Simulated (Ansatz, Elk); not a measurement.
# How far do independent atoms describe LaTi2Ga2?

The structure of LaTi2Ga2 used here is made up (a known structure type with other elements) and was relaxed beforehand with r2SCAN. The aim is the Fourier transform of its all-electron density, F(hkl), set beside the sum over free spherical atoms that refinements use.

Main program and level: Elk 11.2.3 (patched build); DFT, PBE, all-electron APW+lo, Dirac cores, scalar-relativistic bands, static density, no spin.

This account leaves out most program logs.

The structure was built from a prototype and need not be the compound's stable phase.

**1. The starting structure**

Symmetry: P-3m1, No. 164, trigonal system. The conventional cell has a = 4.830 Å, b = 4.830 Å, c = 5.408 Å, α = 90.00°, β = 90.00°, γ = 120.00°. Nearest to La lie 6 Ga at 2.98 Å. Ga has 5 Ti at 2.47 to 2.94 Å and 3 La at 2.98 Å nearest. Ti has 1 Ga at 2.47 Å nearest. Farther neighbours are not listed.

Structure file:

```cif
data_structure
_symmetry_space_group_name_H-M 'P-3m1'
_symmetry_Int_Tables_number 164
_cell_length_a 4.8298
_cell_length_b 4.8298
_cell_length_c 5.4084
_cell_angle_alpha 90.000
_cell_angle_beta 90.000
_cell_angle_gamma 120.000
_cell_volume 109.26
loop_
_atom_site_label
_atom_site_type_symbol
_atom_site_symmetry_multiplicity
_atom_site_Wyckoff_symbol
_atom_site_fract_x
_atom_site_fract_y
_atom_site_fract_z
_atom_site_occupancy
La1 La 1 a 0.00000 0.00000 0.00000 1
Ga1 Ga 2 d 0.66667 0.33333 0.19552 1
Ti1 Ti 2 d 0.66667 0.33333 0.65251 1
```

**2. Ground state and structure factors**

An all-electron density is needed, since X-rays see the cores too. Task 0 finds the density and task 195 Fourier-transforms it; tshift is off so that phases refer to the origin typed.

File elk.in:

```
tasks
  0
  195

xctype
  20

spinpol
  .false.

rgkmax
  7.0

gmaxvr
  14.0

lmaxo
  7

lmaxapw
  8

swidth
  0.002

tshift
  .false.

ramdisk
  .false.

hmaxvr
  5.5

maxscl
  120

epspot
  1e-06

sppath
  './'

avec
  9.12698663469 0.00000000000 -0.00000000000
  -4.56349331734 7.90420228564 0.00000000000
  -0.00000000000 -0.00000000000 10.22031082391

atoms
  3
  'La.in'
  1
  0.0000000000 0.0000000000 -0.0000000000   0.000000 0.000000 0.000000
  'Ga.in'
  2
  0.6666666667 0.3333333333 0.1955192822   0.000000 0.000000 0.000000
  0.3333333333 0.6666666667 0.8044807178   0.000000 0.000000 0.000000
  'Ti.in'
  2
  0.6666666667 0.3333333333 0.6525092247   0.000000 0.000000 0.000000
  0.3333333333 0.6666666667 0.3474907753   0.000000 0.000000 0.000000

ngridk
  6 6 4
```

Started as:

```
$ OMP_NUM_THREADS=4 elk
```

Wall time 32 s (4 threads of Arm Neoverse V2, shared host); peak memory 0.23 GiB; 84 s of CPU time.

SFACRHO.OUT:

```text

h k l indices transformed by vhmat matrix:
   1.000000000       0.000000000       0.000000000    
   0.000000000       1.000000000       0.000000000    
   0.000000000       0.000000000       1.000000000    

      h      k      l  multipl.   |H|            Re(F)            Im(F)           |F|

      0      0      0      1   0.0000000       163.00000      0.62026782E-17   163.00000    
      0      0      1      2  0.61477439       49.485504      -0.0000000       49.485504    
      0      1      0      6  0.79491707       3.8469102      0.12790273E-13   3.8469102    
     -1      0      1      6   1.0049083       30.800643      0.28778115E-14   30.800643    
      1      0      1      6   1.0049083       68.497824     -0.76741639E-14   68.497824    
      0      0     -2      2   1.2295488      -4.1322128     -0.12790273E-13   4.1322128    
      2     -1      0      6   1.3768367       125.25625      0.12239618E-15   125.25625    
      0     -1     -2      6   1.4641323       16.627878     -0.14069301E-13   16.627878    
      1     -1     -2      6   1.4641323       118.92046      0.28458358E-13   118.92046    
      1      1     -1     12   1.5078551       42.106220      0.25580546E-14   42.106220    
      2      0      0      6   1.5898341       4.7227013      0.17906382E-13   4.7227013    
      0     -2      1      6   1.7045586       25.457267      0.23981762E-14   25.457267    
      0      2      1      6   1.7045586       59.037034     -0.10232219E-13   59.037034    
      0      0      3      2   1.8443232       29.248897      0.31975683E-14   29.248897    
     -1     -1     -2     12   1.8459333      -2.9835328     -0.20464437E-13   2.9835328    
      1     -1     -3      6   2.0083379       19.609374     -0.76741639E-14   19.609374    
      0     -1     -3      6   2.0083379       69.633840      0.76741639E-14   69.633840    
      2      0     -2      6   2.0098166       104.74403     -0.41568388E-14   104.74403
```

Elk indexes on the primitive cell of elk.in and gives |H| = 4π sin θ/λ in inverse bohr. Below, one row stands for each form hkl of the conventional cell (m members, Friedel mates merged), F is for one primitive cell and the density is static (no thermal factor). Free-atom factors are Waasmaier and Kirfel's, and R is Σm||F|−|F'||/Σm|F|.

| hkl | m | sin θ/λ (Å⁻¹) | abs F, DFT | neutral atoms | diff. |
| --- | --- | --- | --- | --- | --- |
| 001 | 2 | 0.092 | 49.486 | 49.313 | +0.172 |
| 100 | 6 | 0.119 | 3.847 | 3.970 | -0.123 |
| 011 | 6 | 0.151 | 30.801 | 30.933 | -0.133 |
| 101 | 6 | 0.151 | 68.498 | 68.263 | +0.235 |
| 002 | 2 | 0.185 | 4.132 | 4.445 | -0.313 |
| 110 | 6 | 0.207 | 125.256 | 125.785 | -0.529 |
| 012 | 6 | 0.220 | 16.628 | 16.228 | +0.400 |
| 102 | 6 | 0.220 | 118.921 | 119.599 | -0.678 |
| 111 | 12 | 0.227 | 42.106 | 42.080 | +0.026 |
| 200 | 6 | 0.239 | 4.723 | 4.285 | +0.438 |
| 201 | 6 | 0.256 | 25.457 | 25.153 | +0.305 |
| 021 | 6 | 0.256 | 59.037 | 59.333 | -0.296 |
| 003 | 2 | 0.277 | 29.249 | 28.987 | +0.262 |
| 112 | 12 | 0.278 | 2.983 | 3.389 | -0.405 |
| 103 | 6 | 0.302 | 19.609 | 19.527 | +0.082 |
| 013 | 6 | 0.302 | 69.634 | 69.945 | -0.311 |
| 022 | 6 | 0.302 | 104.744 | 104.987 | -0.243 |
| 202 | 6 | 0.302 | 15.371 | 15.239 | +0.132 |

**3. The highest occupied states alone**

An energy window below the Fermi level keeps the highest occupied states, to see at which angles they scatter; shallow core shells can lie inside it and anion s states outside. No new self-consistency is needed.

Changes to elk.in since step 2:

```diff
@@ -1,3 +1,2 @@
 tasks
-  0
   195
@@ -40,2 +39,5 @@
 
+wsfac
+  -0.184230 0.556760
+
 sppath
```

Started as:

```
$ OMP_NUM_THREADS=4 elk
```

It took 13 s on 4 threads; peak memory 0.18 GiB; 15 s of CPU time.

States within 12 eV below the Fermi level hold 17.00 electrons; any levels below the window count with the cores. Their amplitudes can exceed the total, where window and core parts have opposite phase:

| hkl | sin θ/λ (Å⁻¹) | abs F, window | abs F, all |
| --- | --- | --- | --- |
| 001 | 0.092 | 0.402 | 49.486 |
| 100 | 0.119 | 2.692 | 3.847 |
| 011 | 0.151 | 1.251 | 30.801 |
| 101 | 0.151 | 0.400 | 68.498 |
| 002 | 0.185 | 0.948 | 4.132 |
| 110 | 0.207 | 1.944 | 125.256 |
| 012 | 0.220 | 0.585 | 16.628 |
| 102 | 0.220 | 1.432 | 118.921 |
| 111 | 0.227 | 0.567 | 42.106 |
| 200 | 0.239 | 0.334 | 4.723 |

**4. Another try**

In this try the input is made faulty on purpose, to show what that does.

The input is changed as shown.

Changes to elk.in since step 3:

```diff
@@ -1,2 +1,3 @@
 tasks
+  0
   195
@@ -34,3 +35,3 @@
 maxscl
-  120
+  40
 
@@ -39,7 +40,7 @@
 
-wsfac
-  -0.184230 0.556760
-
 sppath
   './'
+
+scale
+  0.52917721
```

Started as:

```
$ OMP_NUM_THREADS=4 elk
```

The job ended after 25 s (4 threads; peak memory 0.18 GiB).

The run finished. A setting was moved off its sound value on purpose, so it serves as a test and not as the result.

The fault put into the input: lattice vectors in angstrom read as bohr.

Its structure factors differ from the first run's by R = 30.6 %.

**5. Another functional**

The difference from free atoms is small, so it is set against the change that PBEsol makes.

Changes to elk.in since step 4:

```diff
@@ -5,3 +5,3 @@
 xctype
-  20
+  22
 
@@ -35,3 +35,3 @@
 maxscl
-  40
+  120
 
@@ -42,5 +42,2 @@
   './'
-
-scale
-  0.52917721
```

Started as:

```
$ OMP_NUM_THREADS=4 elk
```

Wall time 32 s (4 threads); peak memory 0.23 GiB; 84 s of CPU time.

Against the first run R = 0.02 %; the largest change is -0.033 at 022.

**6. Basis size**

A smaller basis shows how fast F responds to it; the change is likely larger than the basis error of the first run, but doesn't show convergence.

Changes to elk.in since step 5:

```diff
@@ -5,3 +5,3 @@
 xctype
-  22
+  20
 
@@ -11,3 +11,3 @@
 rgkmax
-  7.0
+  5.5
```

Started as:

```
$ OMP_NUM_THREADS=4 elk
```

Elapsed: 29 s, on 4 threads; peak memory 0.22 GiB.

Against the first run R = 0.04 %; the largest change is +0.116 at 212.

**7. Settings against the effect**

| run | R against the first run (%) | R against neutral atoms, low angle (%) | wall time |
| --- | --- | --- | --- |
| PBE, rgkmax 7 | 0.00 | 0.74 | 32 s |
| PBEsol | 0.02 | 0.75 | 32 s |
| rgkmax 5.5 | 0.04 | 0.78 | 29 s |

**8. What came out**

```yaml
r_against_neutral_atoms_sin_theta_lambda_0p3_a_minus1: 0.74 %
r_against_neutral_atoms_0p3_to_0p72_a_minus1: 0.19 %
```

Independent neutral atoms miss the calculated amplitudes by R = 0.74 % below 0.3 Å⁻¹ and 0.19 % from there to 0.72 Å⁻¹; by shells, 0.89 % below 0.15 Å⁻¹ (2 forms), 0.74 % 0.15 to 0.3 (12 forms), 0.29 % 0.3 to 0.45 (30 forms), 0.16 % above 0.45 (105 forms). Bonding, aspherical density and the tables' own atoms all enter these figures, and the runs don't part them. The largest change of an amplitude is -0.68 electrons, at 102. The window's part falls from 17.0 electrons at the origin to at most 0.39 between 0.45 and 0.72 Å⁻¹. Below 0.3 Å⁻¹ the changes that finished (PBEsol and rgkmax 5.5) move F by R = 0.08 % at most, against the 0.74 % that separates it from free atoms. The k-mesh has no finished test. These runs have no spin, though d or f shells may be open. Part of the difference isn't bonding: the tables are fits to free atoms and ions calculated by other methods than this functional. Thermal motion, anomalous dispersion and extinction are left out.

[Logs are printed without paths, hosts, clocks, repeated set-up lines and the standing remarks that a program may print on its own settings, such as how far it seeks lower states.]

[Hosts, paths, dates, database ids (printed as entryN), source tags and the programs' standing remarks are cut or masked in the printed files.]
